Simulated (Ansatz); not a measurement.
# Phonons of Si2Mo (I4/mmm) against volume, part 2 of 2

Wanted: Grüneisen parameters and pressure coefficients of the modes of Si2Mo (I4/mmm).

Ansatz 0.2.0; DFT LDA, scalar-relativistic, plane waves, PAW; PAW set soft_1.

So far. Step 3 (Tight relaxation): The largest force component left is 0.23 meV/Å and the pressure is 0.002 GPa, within the tolerances set. The cell now holds 13.06 Å³/atom.

The database entry behind the starting cell is an old determination (1927), so it need not match the best structure at ambient conditions.

## Step 4: Modes at rest

Phonons follow from the second derivative of the energy, found here by linear response.

The modes at rest are the reference of the series.

The input, input.yaml:

```yaml
crystal:
  lattice:
    - [-1.5872074131, 1.5872074131, 3.8887918425]
    - [1.5872074131, -1.5872074131, 3.8887918425]
    - [1.5872074131, 1.5872074131, -3.8887918425]
  atoms:
    - { symbol: Si, position: [0.335254523, 0.335254523, 0.0] }
    - { symbol: Si, position: [0.664745477, 0.664745477, 0.0] }
    - { symbol: Mo, position: [0.0, 0.0, 0.0] }
kpoints:
  mp_grid: { grid: [20, 20, 20] }
hamiltonian:
  xc: lda
  pseudopotentials: { kind: paw, azcp: { folder: soft_1 }, xc_functional: pbe }
scf:
  occupations: { method: methfessel_paxton, width: 0.2 }
output:
  eigenvalues: true
phonons:
  method: dfpt
```

On the command line:

```
$ ansatz run input.yaml --threads 4 --pin off --max-ram 10240MiB --backend cpu --events-out ev --progress --plain --runs-dir out
```

Numbers of over 12 decimals in the logs are rounded to 6 here.

What it wrote:

```text
zone centre: on kpoints.mp_grid the ground state, and the responses unless they are solved on pairs of k-points, stand on 1166 of the mesh's 8000 k-points, reduced under 4 symmetry operations, with k and −k counted as one. Each operation leaves every solved displacement unchanged or reverses it
[...]
Crystal: 3 atoms, lattice volume = 39.187 Å³
Basis set: ecut = 420 eV, 769 PW (Γ), exchange–correlation on 64×64×64 points (8 copies of the dense FFT grid, shifted against one another)
Bands: 15, of which v1, the nominal top of the filled ones, is band 11 counted from 1 (10 counted from 0)
Symmetry: 16 space group operations
k-points: 1166 of 8000 (irreducible under 4 space group operations, time reversal used)
[...]
SCF iter   1: F=—  HF=-6063.170123 eV  |F-HF|=—  |Δ(HF+E_count)|=         —  Δρ=9.23e-2  dr2=4.96e0  ethr=3.10e-3  ⟨swp⟩=5.3  Hψ=99793  notcnv=0
[...]
SCF iter   9: F=-6061.954528 eV  HF=-6061.954528 eV  |F-HF|=4.55e-12  |Δ(HF+E_count)|=  7.55e-11  S|Δr|=    0.00e0  Δρ=1.46e-7  dr2=5.53e-12  ethr=1.00e-12  ⟨swp⟩=5.7  Hψ=76199  notcnv=0
SCF 1 converged in 9 iterations: F = -6061.954528 eV  dr2 = 5.53e-12
[...]
DFPT response loops at Γ: preconditioner auto → Kerker (q_TF=auto, 2.478 Å⁻¹) (partly filled bands, converged f_vac=0.000); β = 1.00, the filter's whole step (`scf.mixing.beta` (0.50) is not read by the response loops under this deck's `scf.mixing.preconditioner`; to damp them name `kerker` or `kerker_dos`, under which they read `scf.mixing.beta`, and type it under 1.00, their step now; both keys bind the ground state too); Broyden in place of MSR1
SCF converged after 9 iterations
[...]
Free energy (F): -6061.954528 eV
[...]
Internal energy: -6061.955116 eV  (E = F + TS)
E sigma→0 (E₀):  -6061.954675 eV
Entropy (-TS):   0.000588 eV (0.196 meV/atom)
Fermi energy:    16.185273 eV
[...]
--- Band table (eV; the first three rows and the last of 1166) ---
  k-point 0: bands = [... 7 lower, 12.9949, 13.5223, 13.5223, 16.5796, 19.3954, 19.4808, 19.7759, 19.7759]
  k-point 1: bands = [... 7 lower, 13.0196, 13.3143, 13.9217, 16.2642, 19.1998, 19.5716, 19.6660, 19.8166]
  k-point 2: bands = [... 7 lower, 12.7952, 13.0956, 14.4849, 15.4859, 18.7503, 19.5951, 19.8844, 19.9192]
  k-point 1165: bands = [... 7 lower, 13.9406, 15.5958, 15.5958, 15.7448, 15.7448, 16.7199, 20.9971, 21.4991]
--- Phonons (Γ-DFPT): 4 representative perturbations + reference, on 1166 of 8000 k-points (Σ response iterations 12) ---
  k mesh reduced under 4 symmetry operations, with k and −k counted as one. Each operation leaves every solved displacement unchanged or reverses it
  ASR residual: 4.648e-5 → 0.000e0 eV/Å²; symmetrization residual: 4.128e-6 eV/Å²
  ASR residual per site (eV/Å²): 4.65e-5 4.65e-5 8.46e-6
  Γ frequencies (cm⁻¹): 0.00 0.00 0.00 279.96 279.96 320.84 332.99 332.99 440.23
  non-analytic LO–TO correction: not included (Born effective charges unavailable; polar crystals: no LO–TO splitting at Γ)
```

Elapsed: 66 s, on 4 threads of AMD EPYC 7B13 (Zen 3), shared host; peak memory 2.1 GiB.

The column dr2 measures how far the density is from self-consistency, as an energy; F and HF (Harris–Foulkes) agree once it is small.

This step gave:

| Item | Value |
| --- | --- |
| sum-rule residual before enforcement | 4.65e-5 eV/Å² |
| point group | 4/mmm |
| highest optical mode at the zone centre (no LO-TO term) | 440.2 cm⁻¹ |
| lowest optical zone-centre mode | 280.0 cm⁻¹ |

Patterns of degenerate modes are one choice out of their space. Modes at Γ, with each element's share of the kinetic energy:

| mode | frequency (cm⁻¹) | symmetry | Si % | Mo % |
| --- | --- | --- | --- | --- |
| 1 | 0.0 | acoustic | 37 | 63 |
| 2 | 0.0 | acoustic | 37 | 63 |
| 3 | 0.0 | acoustic | 37 | 63 |
| 4 | 280.0 | Eu | 63 | 37 |
| 5 | 280.0 | Eu | 63 | 37 |
| 6 | 320.8 | A2u | 63 | 37 |
| 7 | 333.0 | Eg | 100 | 0 |
| 8 | 333.0 | Eg | 100 | 0 |
| 9 | 440.2 | A1g | 100 | 0 |

Displacements in mode 5 (280.0 cm⁻¹), the largest set to 1:
```
Si1  0.00 -1.00  0.00
Si2  0.00 -1.00  0.00
Mo3  0.00  0.59  0.00
```

Displacements in mode 7 (333.0 cm⁻¹), the largest set to 1:
```
Si1  0.00  1.00  0.00
Si2  0.00 -1.00  0.00
Mo3  0.00  0.00  0.00
```

Before it was imposed, the acoustic sum rule was missed by 4.6e-5 eV/Å². Small misses are needed for a sound result but don't prove that mesh and cutoff are converged. The lowest optical mode is real, 280 cm⁻¹.

## Step 5: Relaxation of a member: 1.06 times the volume at rest

The cell is set to 1.06 times the volume at rest, and shape and atoms relax at that volume.

input.yaml, the sections that differ from step 4:

```yaml
crystal:
  lattice:
    - [-1.6197110153, 1.6197110153, 3.9583378327]
    - [1.6197110153, -1.6197110153, 3.9583378327]
    - [1.6197110153, 1.6197110153, -3.9583378327]
  atoms:
    - { symbol: Si, position: [0.3359024954, 0.3359024954, 0.0] }
    - { symbol: Si, position: [0.6640975046, 0.6640975046, 0.0] }
    - { symbol: Mo, position: [0.0, 0.0, 0.0] }
output:
  forces: true
  stress: true
  eigenvalues: true
relax:
  adjacent_minimum: "off"
  f_tol: 0.001
  max_steps: 60
  cell: { stress_tol: 0.01, fix: [volume] }
# kpoints, hamiltonian, scf: as in step 4
# phonons: removed
```

What it wrote:

```text
[...]
Crystal: 3 atoms, lattice volume = 41.538 Å³
Basis set: ecut = 420 eV, 849 PW (Γ)
Bands: 15, of which v1, the nominal top of the filled ones, is band 11 counted from 1 (10 counted from 0)
Symmetry: 16 space group operations
[...]
k-points: 641 of 8000
[...]
--- Relaxed structure (4 steps of the walk, 4 accepted, 1 SCFs on fresh bases) ---
[...]
cell:  # Å, volume = 41.5382 Å³
    - [-1.620329, 1.620329, 3.955320]
    - [1.620329, -1.620329, 3.955320]
    - [1.620329, 1.620329, -3.955320]
  atoms:
    - { symbol: Si, position: [0.336245, 0.336245, 0] }
    - { symbol: Si, position: [0.663755, 0.663755, 0] }
    - { symbol: Mo, position: [0, 0, 0] }
[key lines of the parts left out:]
SCF converged after 4 iterations
Free energy (F): -6061.865376 eV
Fermi energy:    15.093986 eV
P = ⅓ Tr σ = -11.5237 GPa (-115.237 kbar)
```

It took 21 s on 4 threads; peak memory 0.73 GiB.

Little changed from the start: no atom moved by 0.005 Å and no cell edge by 0.1 %.

This step gave:

```yaml
pressure: -11.52 GPa
volume_per_atom: 13.85 Å³
```

The largest force component left is 0.014 meV/Å, at a pressure of -11.52 GPa.

## Step 6: Zone-centre modes of the member: 1.06 times the volume at rest

The zone-centre modes follow for 1.06 times the volume at rest.

input.yaml, the sections that differ from step 5:

```yaml
crystal:
  lattice:
    - [-1.6203288444, 1.6203288444, 3.9553197912]
    - [1.6203288444, -1.6203288444, 3.9553197912]
    - [1.6203288444, 1.6203288444, -3.9553197912]
  atoms:
    - { symbol: Si, position: [0.3362447369, 0.3362447369, 0.0] }
    - { symbol: Si, position: [0.6637552631, 0.6637552631, 0.0] }
    - { symbol: Mo, position: [0.0, 0.0, 0.0] }
output:
  eigenvalues: true
phonons:
  method: dfpt
# kpoints, hamiltonian, scf: as in step 5
# relax: removed
```

What it wrote:

```text
[...]
Crystal: 3 atoms, lattice volume = 41.538 Å³
Basis set: ecut = 420 eV, 841 PW (Γ), exchange–correlation on 64×64×64 points (8 copies of the dense FFT grid, shifted against one another)
Bands: 15, of which v1, the nominal top of the filled ones, is band 11 counted from 1 (10 counted from 0)
Symmetry: 16 space group operations
k-points: 1166 of 8000 (irreducible under 4 space group operations, time reversal used)
[...]
SCF iter   1: F=—  HF=-6063.171014 eV  |F-HF|=—  |Δ(HF+E_count)|=         —  Δρ=9.27e-2  dr2=5.57e0  ethr=3.10e-3  ⟨swp⟩=5.2  Hψ=98084  notcnv=0
[...]
SCF iter   9: F=-6061.865377 eV  HF=-6061.865377 eV  |F-HF|=2.73e-12  |Δ(HF+E_count)|=  1.24e-10  S|Δr|=    0.00e0  Δρ=1.60e-7  dr2=9.28e-12  ethr=1.00e-12  ⟨swp⟩=3.9  Hψ=78843  notcnv=0
the search or the solves at the SCF's close seem to have found levels that the self-consistency loop had missed (the run counts 1). By its estimate they hold under 1e-12 electrons; where the run keeps them, the occupations were computed again with them
SCF 1 converged in 9 iterations: F = -6061.865377 eV  dr2 = 9.28e-12
[...]
SCF converged after 9 iterations
[...]
Free energy (F): -6061.865377 eV
[...]
Internal energy: -6061.866437 eV  (E = F + TS)
E sigma→0 (E₀):  -6061.865642 eV
Entropy (-TS):   0.001060 eV (0.353 meV/atom)
Fermi energy:    15.093985 eV
[...]
--- Band table (eV; the first three rows and the last of 1166) ---
  k-point 0: bands = [... 7 lower, 12.1654, 12.6038, 12.6038, 15.4313, 18.0608, 18.4409, 18.4409, 18.5481]
  k-point 1: bands = [... 7 lower, 12.1843, 12.4165, 12.9375, 15.1357, 17.7907, 18.3249, 18.4777, 18.6543]
  k-point 2: bands = [... 7 lower, 11.9426, 12.2432, 13.4682, 14.4024, 17.3434, 18.2464, 18.5690, 18.8070]
  k-point 1165: bands = [... 7 lower, 13.0519, 14.5556, 14.5556, 14.6535, 14.6535, 15.5558, 19.7310, 19.7489]
[...]
ASR residual: 5.403e-5 → 0.000e0 eV/Å²; symmetrization residual: 2.146e-6 eV/Å²
  ASR residual per site (eV/Å²): 5.40e-5 5.40e-5 1.09e-5
  Γ frequencies (cm⁻¹): 0.00 0.00 0.00 246.27 246.27 282.52 295.43 295.43 407.17
[...]
```

It took 66 s on 4 threads; peak memory 2.2 GiB.

Numbers from this step:

* sum-rule residual before enforcement: 5.40e-5 eV/Å²
* highest optical mode at the zone centre (no LO-TO term): 407.2 cm⁻¹
* lowest optical zone-centre mode: 246.3 cm⁻¹

Patterns of degenerate modes are one choice out of their space. The modes at Γ (shares of kinetic energy by element, %):

| mode | frequency (cm⁻¹) | symmetry | Si % | Mo % |
| --- | --- | --- | --- | --- |
| 1 | 0.0 | acoustic | 37 | 63 |
| 2 | 0.0 | acoustic | 37 | 63 |
| 3 | 0.0 | acoustic | 37 | 63 |
| 4 | 246.3 | Eu | 63 | 37 |
| 5 | 246.3 | Eu | 63 | 37 |
| 6 | 282.5 | A2u | 63 | 37 |
| 7 | 295.4 | Eg | 100 | 0 |
| 8 | 295.4 | Eg | 100 | 0 |
| 9 | 407.2 | A1g | 100 | 0 |

The lowest optical mode is real, 246 cm⁻¹, and the highest lies at 407.2 cm⁻¹.

Between step 4 and this run (volume ratio 1.06) the value for the highest optical mode at the zone centre (no LO-TO term) moves from 440 cm⁻¹ to 407 cm⁻¹ (-8 %).

## Step 7: Relaxation of a member: 0.9 times the volume at rest

The cell is set to 0.9 times the volume at rest, and shape and atoms relax at that volume.

input.yaml, the sections that differ from step 6:

```yaml
crystal:
  lattice:
    - [-1.5293478155, 1.5293478155, 3.7697455632]
    - [1.5293478155, -1.5293478155, 3.7697455632]
    - [1.5293478155, 1.5293478155, -3.7697455632]
  atoms:
    - { symbol: Si, position: [0.3340615509, 0.3340615509, 0.0] }
    - { symbol: Si, position: [0.6659384491, 0.6659384491, 0.0] }
    - { symbol: Mo, position: [0.0, 0.0, 0.0] }
output:
  forces: true
  stress: true
  eigenvalues: true
relax:
  adjacent_minimum: "off"
  f_tol: 0.001
  max_steps: 60
  cell: { stress_tol: 0.01, fix: [volume] }
# kpoints, hamiltonian, scf: as in step 6
# phonons: removed
```

What it wrote:

```text
[...]
Crystal: 3 atoms, lattice volume = 35.268 Å³
Basis set: ecut = 420 eV, 681 PW (Γ), FFT grids on a1+a3, a2+a3, a3
Bands: 15, of which v1, the nominal top of the filled ones, is band 11 counted from 1 (10 counted from 0)
Symmetry: 16 space group operations
[...]
k-points: 641 of 8000
[...]
--- Relaxed structure (4 steps of the walk, 4 accepted, 1 SCFs on fresh bases) ---
[...]
cell:  # Å, volume = 35.2683 Å³
    - [-1.528464, 1.528464, 3.774105]
    - [1.528464, -1.528464, 3.774105]
    - [1.528464, 1.528464, -3.774105]
  atoms:
    - { symbol: Si, position: [0.333780, 0.333780, 0] }
    - { symbol: Si, position: [0.666220, 0.666220, 0] }
    - { symbol: Mo, position: [0, 0, 0] }
[key lines of the parts left out:]
SCF converged after 5 iterations
Free energy (F): -6061.622210 eV
Fermi energy:    18.284560 eV
P = ⅓ Tr σ = 29.8366 GPa (298.366 kbar)
```

It took 17 s on 4 threads; peak memory 0.68 GiB; 66 s of CPU time.

Relaxation path:

| step | energy less that of the first step (eV) | largest force component (eV/Å) | pressure (GPa) | volume (Å³) |
| --- | --- | --- | --- | --- |
| 1 | 0.0000 | 0.0544 | 29.93 | 35.27 |
| 2 | -0.0002 | 0.0208 | 29.85 | 35.27 |
| 3 | -0.0002 | 0.0074 | 29.84 | 35.27 |
| 4 | -0.0002 | 0.0000 | 29.84 | 35.27 |
| 5* | -0.0002 | 0.0000 | 29.84 | 35.27 |

Relaxation steps marked * repeat the geometry before them on a plane-wave basis chosen anew for their cell, so energy and pressure can jump there.

Forces are held to the 16 operations that the run works with; a distortion that breaks them can't arise in this run.

| conventional cell, symmetrised | before | after | change |
| --- | --- | --- | --- |
| a (Å) | 3.059 | 3.057 | -0.1 % |
| b (Å) | 3.059 | 3.057 | -0.1 % |
| c (Å) | 7.539 | 7.548 | +0.1 % |
| volume (Å³/atom) | 11.76 | 11.76 | -0.0 % |

The relaxed structure:

```
Si Mo
1.0
    -1.52846    1.52846    3.77410
     1.52846   -1.52846    3.77410
     1.52846    1.52846   -3.77410
Si Mo
2 1
Cartesian
  0.0000 0.0000 2.5194
  0.0000 0.0000 5.0288
  0.0000 0.0000 0.0000
```

This step gave:

- pressure: 29.84 GPa
- volume per atom: 11.76 Å³

The largest force component left is 0.017 meV/Å, at a pressure of 29.84 GPa.

## Step 8: Zone-centre modes of the member: 0.9 times the volume at rest

The zone-centre modes follow for 0.9 times the volume at rest.

input.yaml, the sections that differ from step 7:

```yaml
crystal:
  lattice:
    - [-1.5284643262, 1.5284643262, 3.7741048305]
    - [1.5284643262, -1.5284643262, 3.7741048305]
    - [1.5284643262, 1.5284643262, -3.7741048305]
  atoms:
    - { symbol: Si, position: [0.3337804065, 0.3337804065, 0.0] }
    - { symbol: Si, position: [0.6662195935, 0.6662195935, 0.0] }
    - { symbol: Mo, position: [0.0, 0.0, 0.0] }
output:
  eigenvalues: true
phonons:
  method: dfpt
# kpoints, hamiltonian, scf: as in step 7
# relax: removed
```

What it wrote:

```text
[...]
Crystal: 3 atoms, lattice volume = 35.268 Å³
Basis set: ecut = 420 eV, 681 PW (Γ), exchange–correlation on 60×60×60 points (8 copies of the dense FFT grid, shifted against one another)
Bands: 15, of which v1, the nominal top of the filled ones, is band 11 counted from 1 (10 counted from 0)
Symmetry: 16 space group operations
k-points: 1166 of 8000 (irreducible under 4 space group operations, time reversal used)
[...]
k-point 2: bands = [... 7 lower, 14.4511, 14.7179, 16.4886, 17.5756, 21.5193, 21.8775, 22.1963, 22.5316]
  k-point 1165: bands = [... 7 lower, 15.6439, 17.5927, 17.5927, 17.8904, 17.8904, 18.9701, 23.3839, 24.3738]
[...]
ASR residual: 3.656e-5 → 0.000e0 eV/Å²; symmetrization residual: 7.080e-7 eV/Å²
  ASR residual per site (eV/Å²): 3.66e-5 3.66e-5 3.08e-5
  Γ frequencies (cm⁻¹): 0.00 0.00 0.00 341.35 341.35 391.63 404.12 404.12 503.97
[...]
[key lines of the parts left out:]
SCF converged after 9 iterations
Free energy (F): -6061.622210 eV
Fermi energy:    18.284560 eV
```

Elapsed: 63 s, on 4 threads; peak memory 2 GiB.

Numbers from this step:

| Quantity | Value |
| --- | --- |
| sum-rule residual before enforcement | 3.66e-5 eV/Å² |
| highest optical mode at the zone centre (no LO-TO term) | 504.0 cm⁻¹ |
| lowest optical zone-centre mode | 341.4 cm⁻¹ |

Patterns of degenerate modes are one choice out of their space. Modes at Γ, with each element's share of the kinetic energy:

| mode | frequency (cm⁻¹) | symmetry | Si % | Mo % |
| --- | --- | --- | --- | --- |
| 1 | 0.0 | acoustic | 37 | 63 |
| 2 | 0.0 | acoustic | 37 | 63 |
| 3 | 0.0 | acoustic | 37 | 63 |
| 4 | 341.4 | Eu | 63 | 37 |
| 5 | 341.4 | Eu | 63 | 37 |
| 6 | 391.6 | A2u | 63 | 37 |
| 7 | 404.1 | Eg | 100 | 0 |
| 8 | 404.1 | Eg | 100 | 0 |
| 9 | 504.0 | A1g | 100 | 0 |

Displacements in mode 5 (341.4 cm⁻¹), the largest set to 1:
```
Si1  0.00 -1.00  0.00
Si2  0.00 -1.00  0.00
Mo3  0.00  0.59  0.00
```

Displacements in mode 9 (504.0 cm⁻¹), the largest set to 1:
```
Si1  0.00  0.00  1.00
Si2  0.00  0.00 -1.00
Mo3  0.00  0.00  0.00
```

The lowest optical mode is real, 341 cm⁻¹, and the highest lies at 504.0 cm⁻¹.

Between step 4 and this run (volume ratio 0.9) the value for the highest optical mode at the zone centre (no LO-TO term) moves from 440 cm⁻¹ to 504 cm⁻¹ (+14 %).

## Step 9: The series together

The members are set side by side, also those not shown above.

Each row is one cell with its response, relaxed at fixed volume as far as symmetry leaves anything free; energies are extrapolated to zero smearing, and E0 is that at rest; shape and atoms are relaxed in each cell where symmetry leaves them free; all runs use 20×20×20 k points and Methfessel-Paxton smearing of 0.2 eV. State of the crystal along the series:

| volume ratio | V (Å³/atom) | pressure (GPa) | E - E0 (meV/atom) | first cell vector (Å) | third cell vector (Å) |
| --- | --- | --- | --- | --- | --- |
| 0.9 | 11.76 | 29.84 | 110.8 | 4.349 | 4.349 |
| 0.92 | 12.02 | 22.52 | 68.22 | 4.378 | 4.378 |
| 0.94 | 12.28 | 15.95 | 36.94 | 4.407 | 4.407 |
| 0.96 | 12.54 | 10.05 | 15.82 | 4.435 | 4.435 |
| 0.98 | 12.8 | 4.757 | 3.818 | 4.463 | 4.463 |
| 0.99 | 12.93 | 2.315 | 0.9401 | 4.476 | 4.476 |
| 1 | 13.06 | 0.00186 | 0 | 4.49 | 4.49 |
| 1.02 | 13.32 | -4.266 | 3.529 | 4.517 | 4.517 |
| 1.04 | 13.59 | -8.093 | 13.65 | 4.544 | 4.544 |
| 1.06 | 13.85 | -11.52 | 29.68 | 4.571 | 4.571 |

Each mode is tracked from rest by its pattern, and modes that stay within 0.3 cm⁻¹ of each other stand once; shape and atoms are relaxed in each cell where symmetry leaves them free; all runs use 20×20×20 k points and Methfessel-Paxton smearing of 0.2 eV. Optical modes along the series:

| V (Å³/atom) | mode 4 Eu (cm⁻¹) | mode 6 A2u (cm⁻¹) | mode 7 Eg (cm⁻¹) | mode 9 A1g (cm⁻¹) |
| --- | --- | --- | --- | --- |
| 11.76 | 341.4 | 391.6 | 404.1 | 504 |
| 12.02 | 328.5 | 376.7 | 388.9 | 490.4 |
| 12.28 | 315.9 | 362.1 | 374.2 | 477.2 |
| 12.54 | 303.6 | 348 | 360 | 464.4 |
| 12.8 | 291.7 | 334.3 | 346.3 | 452.1 |
| 12.93 | 285.8 | 327.5 | 339.6 | 446.1 |
| 13.06 | 280 | 320.8 | 333 | 440.2 |
| 13.32 | 268.5 | 307.8 | 320.1 | 428.8 |
| 13.59 | 257.3 | 295 | 307.6 | 417.8 |
| 13.85 | 246.3 | 282.5 | 295.4 | 407.2 |

From cubic fits (parabolas where under five rows exist) of ln ω and P against ln V through the rows within about 4 % of rest: γ = −d ln ω / d ln V and dω/dP = γ ω / B. Slopes at rest:

| mode | fitted frequency at rest (cm⁻¹) | Grüneisen parameter γ | dω/dP (cm⁻¹/GPa) |
| --- | --- | --- | --- |
| mode 4 Eu | 280 | 2.07 | 2.57 |
| mode 6 A2u | 320.9 | 2.06 | 2.94 |
| mode 7 Eg | 333 | 1.96 | 2.91 |
| mode 9 A1g | 440.3 | 1.32 | 2.59 |

## Step 10: What came out

```yaml
members: 10
highest_optical_mode_at_the_zone_centre_no_lo_to_term_at_rest: 440.2 cm⁻¹
bulk_modulus_at_rest: 225 GPa
mode_4_eu_gamma: 2.07
mode_6_a2u_gamma: 2.06
mode_7_eg_gamma: 1.96
mode_9_a1g_gamma: 1.32
```

**Reading.** The series spans -11.5 to 29.8 GPa, and the slope at rest gives a bulk modulus of 225 GPa. Among the modes in the table of slopes γ runs from 1.32 (mode 9 A1g) to 2.07 (mode 4 Eu). One k mesh and one cutoff serve the ground states and modes of all volumes. These are harmonic frequencies at zero temperature: anharmonic shifts, linewidths and thermal expansion are left out. With no gap, or one that is small against the smearing, the frequencies hang on the k mesh and the smearing, most of all near Kohn anomalies. The PAW files were made for PBE; the program adapts parts of them to the functional of the run, but their partial waves stay those of PBE, an approximation that was not tested in this session. Only the zone centre was solved, so an instability at another wavevector cannot show here.

[Logs are printed without paths, hosts, clocks, repeated set-up lines and the standing remarks that a program may print on its own settings, such as how far it seeks lower states.]

[Hosts, paths, dates, database ids (printed as entryN), source tags and the programs' standing remarks are cut or masked in the printed files.]
